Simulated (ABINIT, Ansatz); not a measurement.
# Quasiparticle gap of CdF2 (Fm-3m) in ABINIT, part 2 of 3

Aim: the G0W0 gap of CdF2 (Fm-3m) on PBE, step by step.

ABINIT 10.8.3; PBE and many-body steps on it, plane waves. Known limits of the many-body steps: not at the basis limit; d shell near the gap, gap tends to lie low; no spin-orbit coupling; coarse k mesh.

So far. Step 2 (Ground state): The gap is indirect, with the least direct gap 0.48 eV higher.

## 3. Bands along the symmetry lines

Level of this step: DFT, PBE, plane waves, norm-conserving pseudopotentials (ABINIT).

Levels along a band path, at the cheap level, show where the edges lie and whether the meshes to come will hold them.

run.abi

```
acell 3*1.0 Angstrom
rprim 
  0.000000000000 2.694000000000 2.694000000000
  2.694000000000 0.000000000000 2.694000000000
  2.694000000000 2.694000000000 -0.000000000000
ntypat 2
znucl 48 9
natom 3
typat 1 2 2
xred 
  0.000000000000 0.000000000000 0.000000000000
  0.250000000000 0.250000000000 0.250000000000
  0.750000000000 0.750000000000 0.750000000000
pp_dirpath "pseudos"
pseudos "Cd.upf, F.upf"
ecut 47
iscf -2
irdden 1
kptopt 0
nkpt 50
kpt 
  0.00000000 0.00000000 0.00000000
  0.06250000 0.00000000 0.06250000
  0.12500000 0.00000000 0.12500000
  0.18750000 0.00000000 0.18750000
  0.25000000 0.00000000 0.25000000
  0.31250000 0.00000000 0.31250000
  0.37500000 0.00000000 0.37500000
  0.43750000 0.00000000 0.43750000
  0.50000000 0.00000000 0.50000000
  0.51562500 0.03125000 0.51562500
  0.53125000 0.06250000 0.53125000
  0.54687500 0.09375000 0.54687500
  0.56250000 0.12500000 0.56250000
  0.57812500 0.15625000 0.57812500
  0.59375000 0.18750000 0.59375000
  0.60937500 0.21875000 0.60937500
  0.62500000 0.25000000 0.62500000
  0.37500000 0.37500000 0.75000000
  0.32812500 0.32812500 0.65625000
  0.28125000 0.28125000 0.56250000
  0.23437500 0.23437500 0.46875000
  0.18750000 0.18750000 0.37500000
  0.14062500 0.14062500 0.28125000
  0.09375000 0.09375000 0.18750000
  0.04687500 0.04687500 0.09375000
  0.00000000 0.00000000 0.00000000
  0.06250000 0.06250000 0.06250000
  0.12500000 0.12500000 0.12500000
  0.18750000 0.18750000 0.18750000
  0.25000000 0.25000000 0.25000000
  0.31250000 0.31250000 0.31250000
  0.37500000 0.37500000 0.37500000
  0.43750000 0.43750000 0.43750000
  0.50000000 0.50000000 0.50000000
  0.50000000 0.46875000 0.53125000
  0.50000000 0.43750000 0.56250000
  0.50000000 0.40625000 0.59375000
  0.50000000 0.37500000 0.62500000
  0.50000000 0.34375000 0.65625000
  0.50000000 0.31250000 0.68750000
  0.50000000 0.28125000 0.71875000
  0.50000000 0.25000000 0.75000000
  0.50000000 0.21875000 0.71875000
  0.50000000 0.18750000 0.68750000
  0.50000000 0.15625000 0.65625000
  0.50000000 0.12500000 0.62500000
  0.50000000 0.09375000 0.59375000
  0.50000000 0.06250000 0.56250000
  0.50000000 0.03125000 0.53125000
  0.50000000 0.00000000 0.50000000
istwfk *1
nband 24
nbdbuf 2
tolwfr 1e-08
nstep 40
prtwf 0
prtvol 0
indata_prefix "in"
outdata_prefix "out"
tmpdata_prefix "tmp"
```

On the command line:

```
OMP_NUM_THREADS=1 mpirun -n 8 abinit run.abi > log
```

Numbers of over 12 decimals in the logs are rounded to 6 here.

The program printed:

```text
.Version 10.8.3 of ABINIT. v10.8.2 released Aug 2026.

 Symmetries : space group Fm -3 m (#225); Bravais cF (face-center cubic)
[... echo of the input left out ...]
== DATASET  1 ==================================================================
-   mpi_nproc: 8, omp_nthreads: 1 (-1 if OMP is not activated)

--- !DatasetInfo
iteration_state: {dtset: 1, }
dimensions: {natom: 3, nkpt: 50, mband: 24, nsppol: 1, nspinor: 1, nspden: 1, mpw: 4092, }
cutoff_energies: {ecut:  47.0, pawecutdg:  -1.0, }
electrons: {nelect:   3.40000000E+01, charge:   0.00000000E+00, occopt:   1.00000000E+00, tsmear:   1.00000000E-02, }

 Real(R)+Recip(G) space primitive vectors, cartesian coordinates (Bohr,Bohr^-1):
 R(1)=  0.0000000  5.0909222  5.0909222  G(1)= -0.0982140  0.0982140  0.0982140
 R(2)=  5.0909222  0.0000000  5.0909222  G(2)=  0.0982140 -0.0982140  0.0982140
 R(3)=  5.0909222  5.0909222  0.0000000  G(3)=  0.0982140  0.0982140 -0.0982140
 Unit cell volume ucvol=  2.6388784E+02 bohr^3
 Angles (23,13,12)=  6.00000000E+01  6.00000000E+01  6.00000000E+01 degrees

 getcut: wavevector=  0.0000  0.0000  0.0000  ngfft=  48  48  48
         ecut(hartree)=     47.000   => boxcut(ratio)=   2.16031

--- Pseudopotential description ------------------------------------------------
- Cd Generated using ONCVPSP code by D. R. Hamann
- 48.00000  20.00000  171031                  znucl, zion, pspdat
12 -101130 2 -1 1368                          pspcod,pspxc,lmax,lloc,mmax
     nproj     2     2     2
  pspatm : epsatm=   23.16453630
         --- l  ekb(1:nproj) -->
             0   51.917189    3.534234
             1    8.636196    1.282240
             2    0.687672   -0.678465
 pspatm: atomic psp has been read  and splines computed

- F Generated using ONCVPSP code by D. R. Hamann
-  9.00000   7.00000  171031                  znucl, zion, pspdat
12 -101130 2 -1 832                           pspcod,pspxc,lmax,lloc,mmax
     nproj     2     2     1
  pspatm : epsatm=    4.87625608
         --- l  ekb(1:nproj) -->
[...]
2   -2.441503
 pspatm: atomic psp has been read  and splines computed

--------------------------------------------------------------------------------

================================================================================
 prteigrs : about to open file out_EIG
 Non-SCF case, kpt    1 (  0.00000  0.00000  0.00000), residuals and eigenvalues=
  3.62E-09  1.81E-09  3.35E-09  6.19E-09  2.01E-09  4.78E-09  2.07E-09  4.45E-09
  6.24E-09  5.89E-09  2.06E-09  4.32E-09  7.03E-09  6.90E-09  7.38E-09  5.66E-09
  4.69E-09  5.51E-09  1.30E-09  3.34E-09  6.62E-09  4.59E-09  1.26E-06  2.56E-06
 -3.5024E+00 -2.0727E+00 -2.0727E+00 -2.0727E+00 -6.4666E-01 -6.0621E-01
 -9.0304E-02 -9.0304E-02 -9.0304E-02 -4.6198E-02 -4.6198E-02  7.9483E-02
  7.9483E-02  7.9483E-02  9.7004E-02  9.7004E-02  9.7004E-02  2.3002E-01
[...]
Non-SCF case, kpt    2 (  0.06250  0.00000  0.06250), residuals and eigenvalues=
[...]
Non-SCF case, kpt    3 (  0.12500  0.00000  0.12500), residuals and eigenvalues=
[...]
Non-SCF case, kpt   49 (  0.50000  0.03125  0.53125), residuals and eigenvalues=
[...]
Non-SCF case, kpt   50 (  0.50000  0.00000  0.50000), residuals and eigenvalues=
[...]
7.1731E-03  7.1731E-03  9.6579E-02  1.1195E-01  1.1195E-01  4.1054E-01
  4.7198E-01  5.5489E-01  6.4064E-01  6.4064E-01  8.3174E-01  8.9012E-01

--- !ResultsGS
iteration_state: {dtset: 1, }
comment   : Summary of ground state results
lattice_vectors:
- [  0.0000000,   5.0909222,   5.0909222, ]
- [  5.0909222,   0.0000000,   5.0909222, ]
- [  5.0909222,   5.0909222,  -0.0000000, ]
lattice_lengths: [   7.19965,    7.19965,    7.19965, ]
lattice_angles: [ 60.000,  60.000,  60.000, ] # degrees, (23, 13, 12)
lattice_volume:   2.6388784E+02
convergence: {deltae:  0.000E+00, res2:  0.000E+00, residm:  9.995E-09, diffor:  0.000E+00, }
etotal    :  -2.24713089E+02
entropy   :   0.00000000E+00
fermie    :   1.14494563E-01
cartesian_stress_tensor: null
pressure_GPa: null
xred      :
- [  0.0000E+00,   0.0000E+00,   0.0000E+00, Cd]
- [  2.5000E-01,   2.5000E-01,   2.5000E-01,  F]
- [  7.5000E-01,   7.5000E-01,   7.5000E-01,  F]
cartesian_forces: null
force_length_stats: {min: null, max: null, mean: null, }

 Integrated electronic density in atomic spheres:
 ------------------------------------------------
 Atom  Sphere_radius  Integrated_density
[...]
================================================================================

 ----iterations are completed or convergence reached----

 Mean square residual over all n,k,spin=   43.580E-10; max=  99.950E-10
 reduced coordinates (array xred) for    3 atoms
[...]
0.250000000000      0.250000000000      0.250000000000
       0.750000000000      0.750000000000      0.750000000000

 cartesian coordinates (angstrom) at end:
    1      0.000000     0.000000     0.000000
    2      1.347000     1.347000     1.347000
    3      4.041000     4.041000     4.041000
 length scales=  1.889726125908  1.889726125908  1.889726125908 bohr
              =  1.000000000000  1.000000000000  1.000000000000 angstroms
 prteigrs : about to open file out_EIG
 Eigenvalues (hartree) for nkpt=  50  k points:
 kpt#   1, nband= 24, wtk=  1.00000, kpt=  0.0000  0.0000  0.0000 (reduced coord)
[...]
kpt#   2, nband= 24, wtk=  1.00000, kpt=  0.0625  0.0000  0.0625 (reduced coord)
[...]
kpt#   3, nband= 24, wtk=  1.00000, kpt=  0.1250  0.0000  0.1250 (reduced coord)
[...]
kpt#  49, nband= 24, wtk=  1.00000, kpt=  0.5000  0.0313  0.5313 (reduced coord)
[...]
kpt#  50, nband= 24, wtk=  1.00000, kpt=  0.5000  0.0000  0.5000 (reduced coord)
[...]
-0.05535   -0.04199   -0.03565    0.00218    0.00717    0.00717    0.09658    0.11195
   0.11195    0.41054    0.47198    0.55489    0.64064    0.64064    0.83174    0.89012

== END DATASET(S) ==============================================================
================================================================================

 -outvars: echo values of variables after computation  --------
            nband          24
             nkpt          50
          spgroup         225
 [... the other variables as echoed above ...]

 Calculation completed.
```

It took 13 s on 8 MPI ranks of AMD EPYC 7R43, shared host; peak memory 0.65 GiB.

This step gave:

| Quantity | Value |
| --- | --- |
| gap | 3.124 eV |
| k of the valence top | 0.5, 0.25, 0.75 |
| k of the conduction bottom | 0, 0, 0 |
| least direct gap | 3.620 eV |

The gap is 3.124 eV, −0.020 eV from the run before at this level.

Electronic bands along the path, in eV, zero at the top of the highest filled band:

| point | band 14 | band 15 | band 16 | band 17 | band 18 | band 19 | band 20 | band 21 |
| --- | --- | --- | --- | --- | --- | --- | --- | --- |
| Γ | -0.97 | -0.50 | -0.50 | -0.50 | 3.12 | 12.74 | 12.74 | 12.74 |
| halfway | -1.83 | -0.50 | -0.31 | -0.31 | 5.33 | 10.70 | 13.59 | 13.59 |
| X | -2.94 | -0.51 | -0.09 | -0.09 | 8.04 | 9.71 | 11.96 | 14.30 |
| halfway | -2.67 | -0.56 | -0.23 | -0.12 | 8.05 | 10.01 | 11.76 | 14.25 |
| U | -2.30 | -0.95 | -0.35 | -0.20 | 7.99 | 10.79 | 11.16 | 14.50 |
| jump to K | -2.30 | -0.95 | -0.35 | -0.20 | 7.99 | 10.79 | 11.16 | 14.50 |
| halfway | -1.42 | -1.14 | -0.44 | -0.41 | 5.62 | 10.69 | 13.12 | 14.00 |
| Γ | -0.97 | -0.50 | -0.50 | -0.50 | 3.12 | 12.74 | 12.74 | 12.74 |
| halfway | -1.36 | -1.12 | -0.45 | -0.45 | 4.99 | 10.84 | 13.56 | 13.56 |
| L | -1.83 | -1.83 | -0.39 | -0.39 | 7.20 | 9.18 | 14.53 | 14.53 |
| halfway | -1.85 | -1.49 | -0.47 | -0.24 | 7.58 | 9.86 | 12.99 | 13.97 |
| W | -1.52 | -1.52 | -0.60 | 0.00 | 8.10 | 11.53 | 11.72 | 11.72 |
| halfway | -2.48 | -0.56 | -0.53 | -0.04 | 8.07 | 10.29 | 11.71 | 13.39 |
| X | -2.94 | -0.51 | -0.09 | -0.09 | 8.04 | 9.71 | 11.96 | 14.30 |

The electronic bands as a text plot (rows in eV, shown from -4.8 to 9.1 only):

```
    8.8 |
    8.3 |            ++++++                              ++++++++
    7.7 |          ++      +                         ++++
    7.1 |         +         ++                  +++++
    6.5 |                     ++               +
    5.9 |       ++                           ++
    5.4 |     ++                +
    4.8 |    +                   ++         +
    4.2 |                          ++      +
    3.6 |  ++                        +   ++
    3.1 |++                           +++
    2.5 |
    1.9 |
    1.3 |
    0.7 |
    0.2 |          *****                                *********
   -0.4 |********************************************************
   -1.0 |****            **     *************              **
   -1.6 |  *****           **********    *******************
   -2.2 |    *****       *****   **         *   ********    *
   -2.7 |       ***********     *            ********   *********
   -3.3 |          *************                     ************
   -3.9 |          ****                          ****          **
   -4.5 |********************************************************
         Γ           X  U|K            Γ         L        W     X
```

## 4. Empty states on the mesh, 4×4×4 mesh, 100 bands

The sums over transitions need many empty states on a uniform mesh; this step solves for them.

run.abi

```
acell 3*1.0 Angstrom
rprim 
  0.000000000000 2.694000000000 2.694000000000
  2.694000000000 0.000000000000 2.694000000000
  2.694000000000 2.694000000000 -0.000000000000
ntypat 2
znucl 48 9
natom 3
typat 1 2 2
xred 
  0.000000000000 0.000000000000 0.000000000000
  0.250000000000 0.250000000000 0.250000000000
  0.750000000000 0.750000000000 0.750000000000
pp_dirpath "pseudos"
pseudos "Cd.upf, F.upf"
ecut 47
ngkpt 4 4 4
nshiftk 1
shiftk 0 0 0
kptopt 1
chksymbreak 0
iscf -2
irdden 1
istwfk *1
nband 100
nbdbuf 8
tolwfr 1e-09
nstep 60
prtvol 0
indata_prefix "in"
outdata_prefix "out"
tmpdata_prefix "tmp"
```

The program printed:

```text
.Version 10.8.3 of ABINIT. v10.8.2 released Aug 2026.

 Symmetries : space group Fm -3 m (#225); Bravais cF (face-center cubic)
[... echo of the input left out ...]
== DATASET  1 ==================================================================
-   mpi_nproc: 8, omp_nthreads: 1 (-1 if OMP is not activated)

--- !DatasetInfo
iteration_state: {dtset: 1, }
dimensions: {natom: 3, nkpt: 8, mband: 100, nsppol: 1, nspinor: 1, nspden: 1, mpw: 4092, }
cutoff_energies: {ecut:  47.0, pawecutdg:  -1.0, }
electrons: {nelect:   3.40000000E+01, charge:   0.00000000E+00, occopt:   1.00000000E+00, tsmear:   1.00000000E-02, }

 Real(R)+Recip(G) space primitive vectors, cartesian coordinates (Bohr,Bohr^-1):
 R(1)=  0.0000000  5.0909222  5.0909222  G(1)= -0.0982140  0.0982140  0.0982140
 R(2)=  5.0909222  0.0000000  5.0909222  G(2)=  0.0982140 -0.0982140  0.0982140
 R(3)=  5.0909222  5.0909222  0.0000000  G(3)=  0.0982140  0.0982140 -0.0982140
 Unit cell volume ucvol=  2.6388784E+02 bohr^3
 Angles (23,13,12)=  6.00000000E+01  6.00000000E+01  6.00000000E+01 degrees

 getcut: wavevector=  0.0000  0.0000  0.0000  ngfft=  48  48  48
         ecut(hartree)=     47.000   => boxcut(ratio)=   2.16031

--- Pseudopotential description ------------------------------------------------
- Cd Generated using ONCVPSP code by D. R. Hamann
- 48.00000  20.00000  171031                  znucl, zion, pspdat
12 -101130 2 -1 1368                          pspcod,pspxc,lmax,lloc,mmax
     nproj     2     2     2
  pspatm : epsatm=   23.16453630
         --- l  ekb(1:nproj) -->
             0   51.917189    3.534234
             1    8.636196    1.282240
             2    0.687672   -0.678465
 pspatm: atomic psp has been read  and splines computed

- F Generated using ONCVPSP code by D. R. Hamann
-  9.00000   7.00000  171031                  znucl, zion, pspdat
12 -101130 2 -1 832                           pspcod,pspxc,lmax,lloc,mmax
     nproj     2     2     1
  pspatm : epsatm=    4.87625608
         --- l  ekb(1:nproj) -->
[...]
2   -2.441503
 pspatm: atomic psp has been read  and splines computed

--------------------------------------------------------------------------------

================================================================================
 prteigrs : about to open file out_EIG
 Non-SCF case, kpt    1 (  0.00000  0.00000  0.00000), residuals and eigenvalues=
  4.22E-10  1.85E-10  2.90E-10  8.92E-10  1.17E-10  1.22E-10  2.14E-10  2.31E-10
  4.59E-10  3.09E-10  4.56E-10  1.35E-10  3.91E-10  3.96E-10  1.84E-10  1.70E-10
  5.34E-10  6.13E-11  2.93E-10  4.00E-10  7.82E-10  5.45E-10  5.83E-10  5.48E-10
[...]
7.96E-10  3.18E-07  4.26E-10  8.69E-10
 -3.5024E+00 -2.0727E+00 -2.0727E+00 -2.0727E+00 -6.4666E-01 -6.0621E-01
 -9.0304E-02 -9.0304E-02 -9.0304E-02 -4.6198E-02 -4.6198E-02  7.9483E-02
  7.9483E-02  7.9483E-02  9.7004E-02  9.7004E-02  9.7004E-02  2.3002E-01
[...]
3.3387E+00  3.3387E+00  3.3387E+00  3.4367E+00  3.4367E+00  3.4376E+00
  3.4417E+00  3.4417E+00  3.4588E+00  3.4588E+00  3.4588E+00  3.4632E+00
  3.4632E+00  3.4632E+00  3.5070E+00  3.5070E+00
 prteigrs : prtvol=0 or 1, do not print more k-points.

--- !ResultsGS
iteration_state: {dtset: 1, }
comment   : Summary of ground state results
lattice_vectors:
- [  0.0000000,   5.0909222,   5.0909222, ]
- [  5.0909222,   0.0000000,   5.0909222, ]
- [  5.0909222,   5.0909222,  -0.0000000, ]
lattice_lengths: [   7.19965,    7.19965,    7.19965, ]
lattice_angles: [ 60.000,  60.000,  60.000, ] # degrees, (23, 13, 12)
lattice_volume:   2.6388784E+02
convergence: {deltae:  0.000E+00, res2:  0.000E+00, residm:  9.968E-10, diffor:  0.000E+00, }
etotal    :  -2.24713089E+02
entropy   :   0.00000000E+00
fermie    :   1.14494563E-01
cartesian_stress_tensor: null
pressure_GPa: null
xred      :
- [  0.0000E+00,   0.0000E+00,   0.0000E+00, Cd]
- [  2.5000E-01,   2.5000E-01,   2.5000E-01,  F]
- [  7.5000E-01,   7.5000E-01,   7.5000E-01,  F]
cartesian_forces: null
force_length_stats: {min: null, max: null, mean: null, }

 Integrated electronic density in atomic spheres:
 ------------------------------------------------
 Atom  Sphere_radius  Integrated_density
[...]
================================================================================

 ----iterations are completed or convergence reached----

 Mean square residual over all n,k,spin=   38.673E-11; max=  99.680E-11
 reduced coordinates (array xred) for    3 atoms
[...]
0.250000000000      0.250000000000      0.250000000000
       0.750000000000      0.750000000000      0.750000000000

 cartesian coordinates (angstrom) at end:
    1      0.000000     0.000000     0.000000
    2      1.347000     1.347000     1.347000
    3      4.041000     4.041000     4.041000
 length scales=  1.889726125908  1.889726125908  1.889726125908 bohr
              =  1.000000000000  1.000000000000  1.000000000000 angstroms
 prteigrs : about to open file out_EIG
 Eigenvalues (hartree) for nkpt=   8  k points:
 kpt#   1, nband=100, wtk=  0.01563, kpt=  0.0000  0.0000  0.0000 (reduced coord)
[...]
2.89129    2.89129    2.92253    3.00871    3.33867    3.33867    3.33867    3.43665
   3.43665    3.43756    3.44171    3.44171    3.45881    3.45881    3.45881    3.46323
   3.46323    3.46323    3.50697    3.50697
 prteigrs : prtvol=0 or 1, do not print more k-points.

== END DATASET(S) ==============================================================
================================================================================

 -outvars: echo values of variables after computation  --------
            nband         100
             nkpt           8
          spgroup         225
 [... the other variables as echoed above ...]

 Calculation completed.
```

Run time: 18 s. Hardware: 8 MPI ranks; peak memory 0.67 GiB.

Numbers from this step:

```yaml
gap: 3.124 eV
k_of_the_valence_top: -0.25, 0.5, 0.25
k_of_the_conduction_bottom: 0, 0, 0
least_direct_gap: 3.620 eV
k_points_computed: 8
lowest_point_of_the_top_converged_band_above_the_valence_top: 85.2242 eV
```

On this mesh the gap is 3.124 eV.

(Part 2 of 3 ends here.)

[Paths, hosts, dates, memory and timing lines, banners, echoed tables and standing remarks are left out of the program output.]

[Logs are printed without paths, hosts, clocks, repeated set-up lines and the standing remarks that a program may print on its own settings, such as how far it seeks lower states.]

[Runs of the session that timed out or met a known fault of the program may be left out.]

[Hosts, paths, dates, database ids (printed as entryN), source tags and the programs' standing remarks are cut or masked in the printed files.]

[G0W0 gaps are taken among the corrected bands and points alone; a level outside them can change the order at an edge.]

[Where Ansatz stands beside ABINIT at settings called matched, ABINIT's density can come from a denser mesh and the files from another edition; pairs whose starting gaps differed by over 0.03 eV were left out, so agreement reads better than it is.]
